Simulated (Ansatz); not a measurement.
# TcSn (hypothetical, Pm-3m): phonons against volume, part 3 of 5

Which modes of TcSn (hypothetical) drive its thermal expansion? The crystal structure is hypothetical: it was made by swapping elements on a known structure type.

Ansatz 0.2.0; DFT PBEsol, scalar-relativistic, plane waves, PAW.

So far. Step 2 (A first coarse run): The start is under 89 GPa at this level and looks like a metal on this mesh. Step 5 (Relaxing to small residual forces and stress): The residual pressure is -4.9e-4 GPa, small enough for phonons.

### Step 6. Lattice dynamics at this volume, V/V0 1

The same q-mesh and k-mesh are kept at every volume, so that much of their error can cancel in the differences.

File input.yaml:

```yaml
crystal:
  lattice:
    - [3.2211856617, 0.0, 0.0]
    - [0.0, 3.2211856617, 0.0]
    - [0.0, 0.0, 3.2211856617]
  atoms:
    - { symbol: Sn, position: [0.0, 0.0, 0.0] }
    - { symbol: Tc, position: [0.5, 0.5, 0.5] }
kpoints:
  mp_grid: { grid: [16, 16, 16] }
hamiltonian:
  xc: pbesol
scf:
  occupations: { method: methfessel_paxton, width: 0.2 }
output:
  eigenvalues: true
phonons:
  method: dfpt
  qmesh: [4, 4, 4]
  temperatures: { t_max: 1000, t_step: 50 }
  qpath:
    path:
      - [[0.0, 0.0, 0.0], [0.0, 0.5, 0.0], [0.5, 0.5, 0.0], [0.0, 0.0, 0.0], [0.5, 0.5, 0.5], [0.0, 0.5, 0.0]]
      - [[0.5, 0.5, 0.5], [0.5, 0.5, 0.0]]
    npoints: 10
```

The run is started by

```console
$ ansatz run input.yaml --threads 4 --pin off --max-ram 8192MiB --backend cpu --events-out ev --progress --plain --runs-dir out
```

Numbers of over 12 decimals in the logs are rounded to 6 here.

Output:

```text
[...]
Crystal: 2 atoms, lattice volume = 33.423 Å³
Basis set: ecut = 500 eV, 847 PW (Γ), exchange–correlation on 48×48×48 points (8 copies of the dense FFT grid, shifted against one another)
Bands: 19, of which v1, the nominal top of the filled ones, is band 15 counted from 1 (14 counted from 0)
Symmetry: 48 space group operations
k-points: 165 of 4096
[...]
SCF iter   1: F=—  HF=-11287.746193 eV  |F-HF|=—  |Δ(HF+E_count)|=         —  Δρ=5.76e-2  dr2=2.06e0  ethr=3.10e-3  ⟨swp⟩=4.9  Hψ=14067  notcnv=0
[...]
SCF iter   8: F=-11287.160452 eV  HF=-11287.160452 eV  |F-HF|=1.82e-12  |Δ(HF+E_count)|=   2.93e-9  S|Δr|=    0.00e0  Δρ=1.23e-7  dr2=2.86e-12  ethr=1.00e-12  ⟨swp⟩=5.5  Hψ=17535  notcnv=0
SCF 1 converged in 8 iterations: F = -11287.160452 eV  dr2 = 2.86e-12
[...]
phonons: the bands overlap, so this run is a metal and interpolates without the dipole-dipole term. If the crystal is really an insulator or semiconductor, its LO-TO splitting is missing
NSCF: frozen V_eff on 165 k-points
WARN: eigensolver did not converge in 2 slots of this pass, the one above among them; of largest residual over every band (k=46): 1 band(s) unlocked (lowest unlocked band 18, counted from 0; max residual 2.15e-5 eV among the unlocked bands, 2.15e-5 eV over every band); of lowest unlocked band (k=46): band 18
[...]
DFPT response loops at q = (0, 0, 0) (fractional): preconditioner auto → Kerker (q_TF=auto, 2.665 Å⁻¹) (partly filled bands, converged f_vac=0.000); β = 1.00, the filter's whole step (`scf.mixing.beta` (0.50) is not read by the response loops under this deck's `scf.mixing.preconditioner`; to damp them name `kerker` or `kerker_dos`, under which they read `scf.mixing.beta`, and type it under 1.00, their step now; both keys bind the ground state too); Broyden in place of MSR1
[...]
SCF converged after 8 iterations
[...]
Free energy (F): -11287.160452 eV
[...]
Internal energy: -11287.161685 eV  (E = F + TS)
E sigma→0 (E₀):  -11287.160760 eV
Entropy (-TS):   0.001233 eV (0.617 meV/atom)
Fermi energy:    18.691650 eV
[...]
--- Band table (eV; the first three rows and the last of 165) ---
  k-point 0: bands = [... 11 lower, 15.9079, 19.0970, 19.0970, 19.0970, 21.8557, 21.8557, 21.8557, 28.3058]
  k-point 1: bands = [... 11 lower, 15.9182, 18.9245, 18.9245, 19.0953, 21.5515, 22.0969, 22.0969, 28.5510]
  k-point 2: bands = [... 11 lower, 15.9479, 18.5326, 18.5326, 19.0906, 20.8831, 22.6965, 22.6965, 28.8647]
  k-point 164: bands = [... 11 lower, 13.6597, 15.7625, 20.2961, 20.2961, 22.5240, 22.5240, 22.5240, 25.0812]
--- Phonons (Γ-DFPT): 2 representative perturbations + reference (Σ response iterations 6) ---
  ASR residual: 1.775e-4 → 0.000e0 eV/Å²; symmetrization residual: 6.739e-6 eV/Å²
  ASR residual per site (eV/Å²): 1.29e-5 1.77e-4
  Γ frequencies (cm⁻¹): 0.00 0.00 0.00 189.41 189.41 189.41
--- Phonons (arbitrary-q DFPT): 10 irreducible q on the 4×4×4 mesh ---
  q = [0.0000, 0.0000, 0.0000] (star 1, of the zone-centre solve; hermiticity 1.90e-6, symmetrization 8.84e-12): -0.00 -0.00 0.00 189.41 189.41 189.41
  q = [0.0000, 0.0000, 0.2500] (star 6, 4 solved perturbations in 4032 linear systems a pass and spin channel, the states on 1296 of 4096 k-point pairs; hermiticity 7.60e-6, symmetrization 1.04e-12): 63.00 63.00 118.81 167.27 167.27 189.13
[...]
q = [0.0000, 0.2500, -0.5000] (star 12, 6 solved perturbations on 1296 of 4096 k-point pairs; hermiticity 3.61e-6, symmetrization 1.57e-7): 107.66 109.16 123.47 128.17 199.43 203.99
[...]
sum rule: each row above includes the acoustic sum rule's correction from the zone centre's row sums; it moved no ω² by more than (0.70 cm⁻¹)²
  mesh force constants: q→R imaginary residual 2.94e-18; ASR residual 1.775e-4 → 0.000e0 eV/Å²; symmetrization residual 3.109e-15 eV/Å²
  interpolated dispersion: 62 rows × 6 modes
  density of states and harmonic sums: on the 20×20×20 q-mesh, interpolated from the force constants of a 4×4×4 supercell (no non-analytic term)
  largest difference from the sums on the solved wave vectors: F 1.23e-2 eV, S 1.63e-5 and C_V 4.01e-6 eV/K
  zero-point energy: 0.052129 eV/cell   skipped modes (ω ≤ 0): 3   left out of the sums: 6.25e-5 of the cell's modes: C_V's classical limit lies that fraction below 3 k_B per atom; for a crystal, a wire or a layer, F and S can be off by more, and a phonons.interpolated_qmesh denser along its periods is the remedy for the sampling
```

Wall time 9.2 min (4 threads of Arm Neoverse V2, shared host); peak memory 4.3 GiB; 35 min of CPU time.

This step gave:

```
Γ frequencies                            : 0, 0, 0, 189.4, 189.4, 189.4 cm⁻¹ (negative: imaginary)
lowest frequency on the path             : 0 cm⁻¹
zero-point energy                        : 0.05213 eV/cell
point group                              : m-3m
highest frequency                        : 224.1 cm⁻¹
Debye temperature from the second moment : 273 K
```

No LO-TO term. Phonon branches along the path, in cm⁻¹:

```
    point  branch 1  branch 2  branch 3  branch 4  branch 5  branch 6
        Γ         0         0         0       189       189       189
  halfway        63        63       119       167       167       189
        X       101       101       135       135       172       189
  halfway       108       109       124       128       199       204
        M        83        95        95       120       224       224
  halfway        74        90       134       155       167       197
        Γ         0         0         0       189       189       189
  halfway        92        92       121       177       180       180
        R        95        95        95       184       184       184
  halfway        97       102       120       159       193       201
        X       101       101       135       135       172       189
jump to R        95        95        95       184       184       184
  halfway        95       107       107       156       203       203
        M        83        95        95       120       224       224
```

The phonon branches as a text plot (rows in cm⁻¹):

```
    219 |            *****                                    ***
    210 |           **   **
    201 |          *      ****                     ***       *
    191 |***********          ******     ****    ********* **
    182 | **               **   *  ****************    *  *
    173 |      ***             *    *   *         *     ** *
    163 |   **               **        *           **       *
    154 |     *              *       **              *       *
    145 |                  **                         **
    135 |    * ****       *  *                          **    *
    126 |          ****  * ** *        *             ** *      **
    117 |   *     ***  ** *          ** ***        **  *
    107 |        *****   ****              **    **  ****  ***
     98 |      ***   ****      *         *************  *********
     89 |               ***  *      *   *                     **
     79 |  *  *        *   **          *                        *
     70 |    *               ** *
     61 |   *                 *      **
     51 | *                    *
     42 |  *                    *  **
     33 |                       **
     23 |**                      * *
     14 |*                       *
      5 |                         *
         Γ      X      M          Γ            R        X|R     M
```

The phonon density of states has structure finer than the step of the table below, so its rows give means over 10 cm⁻¹, whole bins alone (the curve runs from 1 to 225 cm⁻¹). Peaks (cm⁻¹: height): 97.0: 0.127, 123.0: 0.0552, 191.0: 0.0929.

Tetrahedra on 20 20 20, mean over bins of 2 cm⁻¹. Phonon density of states against wavenumber; means over each step:

```
wavenumber (cm⁻¹)  phonon density of states (1/cm⁻¹/cell)
               10                                  9.2e-5
               20                                  5.5e-4
               30                                 0.00136
               40                                 0.00264
               50                                 0.00451
               60                                 0.00718
               70                                  0.0110
               80                                  0.0170
               90                                  0.0348
              100                                   0.109
              110                                  0.0451
              120                                  0.0381
              130                                  0.0354
              140                                  0.0246
              150                                  0.0230
              160                                  0.0330
              170                                  0.0317
              180                                  0.0252
              190                                  0.0694
              200                                  0.0548
              210                                  0.0234
              220                                 0.00834
```

Harmonic. Thermo, by row:

```
T (K)  F_vib (meV/atom)  S (J/mol-atom/K)  C_V (J/mol-atom/K)
    0             26.06                 0                   0
   50             25.56              3.66               8.558
  100             21.27             12.93               17.82
  150             12.42             20.92                21.3
  200             -0.13             27.28               22.78
  250            -15.65             32.45               23.52
  300            -33.62             36.78               23.94
  350            -53.66             40.49                24.2
  400             -75.5             43.73               24.37
  450            -98.92             46.61               24.49
  500            -123.8             49.19               24.57
  550            -149.9             51.54               24.64
  600            -177.1             53.69               24.68
  650            -205.5             55.66               24.72
  700            -234.8              57.5               24.75
  750            -265.1              59.2               24.78
  800            -296.1              60.8                24.8
  850            -328.1             62.31               24.81
  900            -360.7             63.73               24.83
  950            -394.1             65.07               24.84
 1000            -428.1             66.34               24.85
```

The modes has structure finer than the step of the table below, so its rows give means over 10 cm⁻¹, whole bins alone (the curve runs from -10 to 240 cm⁻¹). Peaks (cm⁻¹: height): Sn 98.6: 0.0370, 158.4: 0.0288, 191.4: 0.0533; Tc 98.6: 0.0810, 191.4: 0.0352.

Phonopy on the run's constants, 17x17x17 mesh, Gaussian sigma 2.0 cm⁻¹. Modes against wavenumber; means over each step; values in 1/cm⁻¹/cell:

```
wavenumber (cm⁻¹)       Sn       Tc
                0   3.3e-5   2.6e-5
               10   4.7e-5   4.1e-5
               20   3.7e-4   3.1e-4
               30   7.4e-4   6.5e-4
               40  0.00134  0.00121
               50  0.00244  0.00234
               60  0.00350  0.00367
               70  0.00513  0.00583
               80  0.00726  0.00934
               90   0.0144   0.0238
              100   0.0311   0.0717
              110   0.0143   0.0328
              120   0.0133   0.0252
              130   0.0151   0.0199
              140   0.0177  0.00775
              150   0.0181  0.00510
              160   0.0253  0.00723
              170   0.0222  0.00904
              180   0.0174  0.00986
              190   0.0407   0.0264
              200   0.0320   0.0222
              210   0.0129   0.0110
              220  0.00449  0.00448
              230   1.1e-4   1.2e-4
```

No LO-TO term. Modes at Γ, with each element's share of the kinetic energy:

```
mode  frequency (cm⁻¹)  symmetry  Sn %  Tc %
   1               0.0       T1u    55    45
   2               0.0       T1u    55    45
   3               0.0       T1u    55    45
   4             189.4       T1u    45    55
   5             189.4       T1u    45    55
   6             189.4       T1u    45    55
```

Displacements in mode 4 (189.4 cm⁻¹), the largest set to 1:
```
Sn1  0.00 -0.82  0.03
Tc2  0.00  1.00 -0.04
```

No mode is imaginary beyond numerical noise at the solved wavevectors.

### Step 7. Single point at a scaled cell, V/V0 1.015

Symmetry fixes every atom, so a single point at the scaled cell gives the energy and pressure of this member.

The cell differs from the one that the last finished run ended in (a 3.221 → 3.237 Å, b 3.221 → 3.237 Å, c 3.221 → 3.237 Å).

input.yaml, the sections that differ from step 6:

```yaml
crystal:
  lattice:
    - [3.2372117248, 0.0, 0.0]
    - [0.0, 3.2372117248, 0.0]
    - [0.0, 0.0, 3.2372117248]
  atoms:
    - { symbol: Sn, position: [0.0, 0.0, 0.0] }
    - { symbol: Tc, position: [0.5, 0.5, 0.5] }
output:
  forces: true
  stress: true
  eigenvalues: true
# kpoints, hamiltonian, scf: as in step 6
# phonons: removed
```

Output:

```text
[...]
Crystal: 2 atoms, lattice volume = 33.924 Å³
Basis set: ecut = 500 eV, 847 PW (Γ), exchange–correlation on 48×48×48 points (8 copies of the dense FFT grid, shifted against one another)
Bands: 19, of which v1, the nominal top of the filled ones, is band 15 counted from 1 (14 counted from 0)
Symmetry: 48 space group operations
[...]
k-points: 165 of 4096
[...]
SCF iter   1: F=—  HF=-11287.737722 eV  |F-HF|=—  |Δ(HF+E_count)|=         —  Δρ=5.72e-2  dr2=2.08e0  ethr=3.10e-3  ⟨swp⟩=4.9  Hψ=13795  notcnv=0
[...]
SCF iter   7: F=-11287.156157 eV  HF=-11287.156157 eV  |F-HF|=1.09e-8  |Δ(HF+E_count)|=   2.64e-8  S|Δr|=    0.00e0  Δρ=4.73e-6  dr2=1.16e-8  ethr=3.45e-10  ⟨swp⟩=4.4  Hψ=9685  notcnv=0
SCF 1 converged in 7 iterations: F = -11287.156157 eV  dr2 = 1.16e-8
[...]
SCF converged after 7 iterations
[...]
Free energy (F): -11287.156157 eV
[...]
Internal energy: -11287.157209 eV  (E = F + TS)
E sigma→0 (E₀):  -11287.156420 eV
Entropy (-TS):   0.001053 eV (0.526 meV/atom)
Fermi energy:    18.353711 eV
[...]
--- Stress (GPa, compression-positive) ---
       -2.704874      -0.000000       0.000000
        0.000000      -2.704874      -0.000000
        0.000000       0.000000      -2.704874
  P = ⅓ Tr σ = -2.7049 GPa (-27.049 kbar)
--- Band table (eV; the first three rows and the last of 165) ---
  k-point 0: bands = [... 11 lower, 15.6327, 18.7507, 18.7507, 18.7507, 21.4834, 21.4834, 21.4834, 27.7431]
  k-point 1: bands = [... 11 lower, 15.6431, 18.5829, 18.5829, 18.7493, 21.1782, 21.7192, 21.7192, 27.9914]
  k-point 2: bands = [... 11 lower, 15.6731, 18.2006, 18.2006, 18.7452, 20.5104, 22.3068, 22.3068, 28.3264]
  k-point 164: bands = [... 11 lower, 13.4164, 15.3772, 19.9234, 19.9234, 22.1445, 22.1445, 22.1445, 24.6347]
```

Run time: 1.6 s. Hardware: 4 threads; peak memory 0.41 GiB.

This step gave:

```yaml
pressure: -2.705 GPa
volume_per_atom: 16.96 Å³
```

The run ends at a pressure of -2.70 GPa.

### Step 8. Phonons, V/V0 1.015

Phonons at this volume give one point of F(V, T); meshes stay fixed along the series.

input.yaml, the sections that differ from step 7:

```yaml
output:
  eigenvalues: true
phonons:
  method: dfpt
  qmesh: [4, 4, 4]
  temperatures: { t_max: 1000, t_step: 50 }
  qpath:
    path:
      - [[0.0, 0.0, 0.0], [0.0, 0.5, 0.0], [0.5, 0.5, 0.0], [0.0, 0.0, 0.0], [0.5, 0.5, 0.5], [0.0, 0.5, 0.0]]
      - [[0.5, 0.5, 0.5], [0.5, 0.5, 0.0]]
    npoints: 10
# crystal, kpoints, hamiltonian, scf: as in step 7
```

Output:

```text
[...]
Crystal: 2 atoms, lattice volume = 33.924 Å³
Basis set: ecut = 500 eV, 847 PW (Γ), exchange–correlation on 48×48×48 points (8 copies of the dense FFT grid, shifted against one another)
Bands: 19, of which v1, the nominal top of the filled ones, is band 15 counted from 1 (14 counted from 0)
Symmetry: 48 space group operations
k-points: 165 of 4096
[...]
k-point 164: bands = [... 11 lower, 13.4164, 15.3773, 19.9233, 19.9233, 22.1445, 22.1445, 22.1445, 24.6347]
[...]
ASR residual: 9.345e-5 → 0.000e0 eV/Å²; symmetrization residual: 7.701e-6 eV/Å²
  ASR residual per site (eV/Å²): 3.40e-5 9.34e-5
  Γ frequencies (cm⁻¹): 0.00 0.00 0.00 182.26 182.26 182.26
--- Phonons (arbitrary-q DFPT): 10 irreducible q on the 4×4×4 mesh ---
[...]
interpolated dispersion: 62 rows × 6 modes
[...]
[key lines of the parts left out:]
SCF converged after 8 iterations
Free energy (F): -11287.156157 eV
Fermi energy:    18.353674 eV
```

It took 9.4 min on 4 threads; peak memory 4.3 GiB; 36 min of CPU time.

No mode is imaginary beyond numerical noise at the solved wavevectors. The highest zone-centre mode (no LO–TO term) moved by -3.8 % for a volume change of +1.5 %.

### Step 9. A cell at another volume, V/V0 0.985

Symmetry fixes every atom, so a single point at the scaled cell gives the energy and pressure of this member.

The cell differs from the one that the last finished run ended in (a 3.237 → 3.205 Å, b 3.237 → 3.205 Å, c 3.237 → 3.205 Å).

input.yaml, the sections that differ from step 8:

```yaml
crystal:
  lattice:
    - [3.2049985259, 0.0, 0.0]
    - [0.0, 3.2049985259, 0.0]
    - [0.0, 0.0, 3.2049985259]
  atoms:
    - { symbol: Sn, position: [0.0, 0.0, 0.0] }
    - { symbol: Tc, position: [0.5, 0.5, 0.5] }
output:
  forces: true
  stress: true
  eigenvalues: true
# kpoints, hamiltonian, scf: as in step 8
# phonons: removed
```

Output:

```text
[...]
Crystal: 2 atoms, lattice volume = 32.922 Å³
Basis set: ecut = 500 eV, 847 PW (Γ), exchange–correlation on 48×48×48 points (8 copies of the dense FFT grid, shifted against one another)
Bands: 19, of which v1, the nominal top of the filled ones, is band 15 counted from 1 (14 counted from 0)
Symmetry: 48 space group operations
[...]
k-points: 165 of 4096
[...]
--- Band table (eV; the first three rows and the last of 165) ---
  k-point 0: bands = [... 11 lower, 16.1905, 19.4528, 19.4528, 19.4528, 22.2393, 22.2393, 22.2393, 28.8856]
  k-point 1: bands = [... 11 lower, 16.2007, 19.2756, 19.2756, 19.4510, 21.9360, 22.4862, 22.4862, 29.1273]
  k-point 2: bands = [... 11 lower, 16.2301, 18.8738, 18.8738, 19.4456, 21.2668, 23.0980, 23.0980, 29.4168]
  k-point 164: bands = [... 11 lower, 13.9098, 16.1595, 20.6792, 20.6792, 22.9156, 22.9156, 22.9156, 25.5407]
[key lines of the parts left out:]
SCF converged after 7 iterations
Free energy (F): -11287.155881 eV
Fermi energy:    19.038594 eV
P = ⅓ Tr σ = 2.9685 GPa (29.685 kbar)
```

It took 1.6 s on 4 threads; peak memory 0.41 GiB; 5.7 s of CPU time.

The run ends at a pressure of 2.97 GPa.

### Step 10. Lattice dynamics at this volume, V/V0 0.985

The same q-mesh and k-mesh are kept at every volume, so that much of their error can cancel in the differences.

input.yaml, the sections that differ from step 9:

```yaml
output:
  eigenvalues: true
phonons:
  method: dfpt
  qmesh: [4, 4, 4]
  temperatures: { t_max: 1000, t_step: 50 }
  qpath:
    path:
      - [[0.0, 0.0, 0.0], [0.0, 0.5, 0.0], [0.5, 0.5, 0.0], [0.0, 0.0, 0.0], [0.5, 0.5, 0.5], [0.0, 0.5, 0.0]]
      - [[0.5, 0.5, 0.5], [0.5, 0.5, 0.0]]
    npoints: 10
# crystal, kpoints, hamiltonian, scf: as in step 9
```

Output:

```text
[...]
Crystal: 2 atoms, lattice volume = 32.922 Å³
Basis set: ecut = 500 eV, 847 PW (Γ), exchange–correlation on 48×48×48 points (8 copies of the dense FFT grid, shifted against one another)
Bands: 19, of which v1, the nominal top of the filled ones, is band 15 counted from 1 (14 counted from 0)
Symmetry: 48 space group operations
k-points: 165 of 4096
[...]
k-point 164: bands = [... 11 lower, 13.9098, 16.1595, 20.6791, 20.6791, 22.9156, 22.9156, 22.9156, 25.5407]
[...]
ASR residual: 1.739e-5 → 0.000e0 eV/Å²; symmetrization residual: 6.750e-6 eV/Å²
  ASR residual per site (eV/Å²): 5.63e-7 1.74e-5
  Γ frequencies (cm⁻¹): 0.00 0.00 0.00 196.75 196.75 196.75
--- Phonons (arbitrary-q DFPT): 10 irreducible q on the 4×4×4 mesh ---
[...]
interpolated dispersion: 62 rows × 6 modes
[...]
[key lines of the parts left out:]
SCF converged after 9 iterations
Free energy (F): -11287.155881 eV
Fermi energy:    19.038555 eV
```

Run time: 9.2 min. Hardware: 4 threads; peak memory 4.2 GiB; 35 min of CPU time.

No mode is imaginary beyond numerical noise at the solved wavevectors. The highest zone-centre mode (no LO–TO term) moved by +3.9 % for a volume change of -1.5 %.

(Part 3 of 5 ends here.)

[Logs are printed without paths, hosts, clocks, repeated set-up lines and the standing remarks that a program may print on its own settings, such as how far it seeks lower states.]

[Hosts, paths, dates, database ids (printed as entryN), source tags and the programs' standing remarks are cut or masked in the printed files.]

[A step with changed settings may run another functional than the one named; its input shows which.]


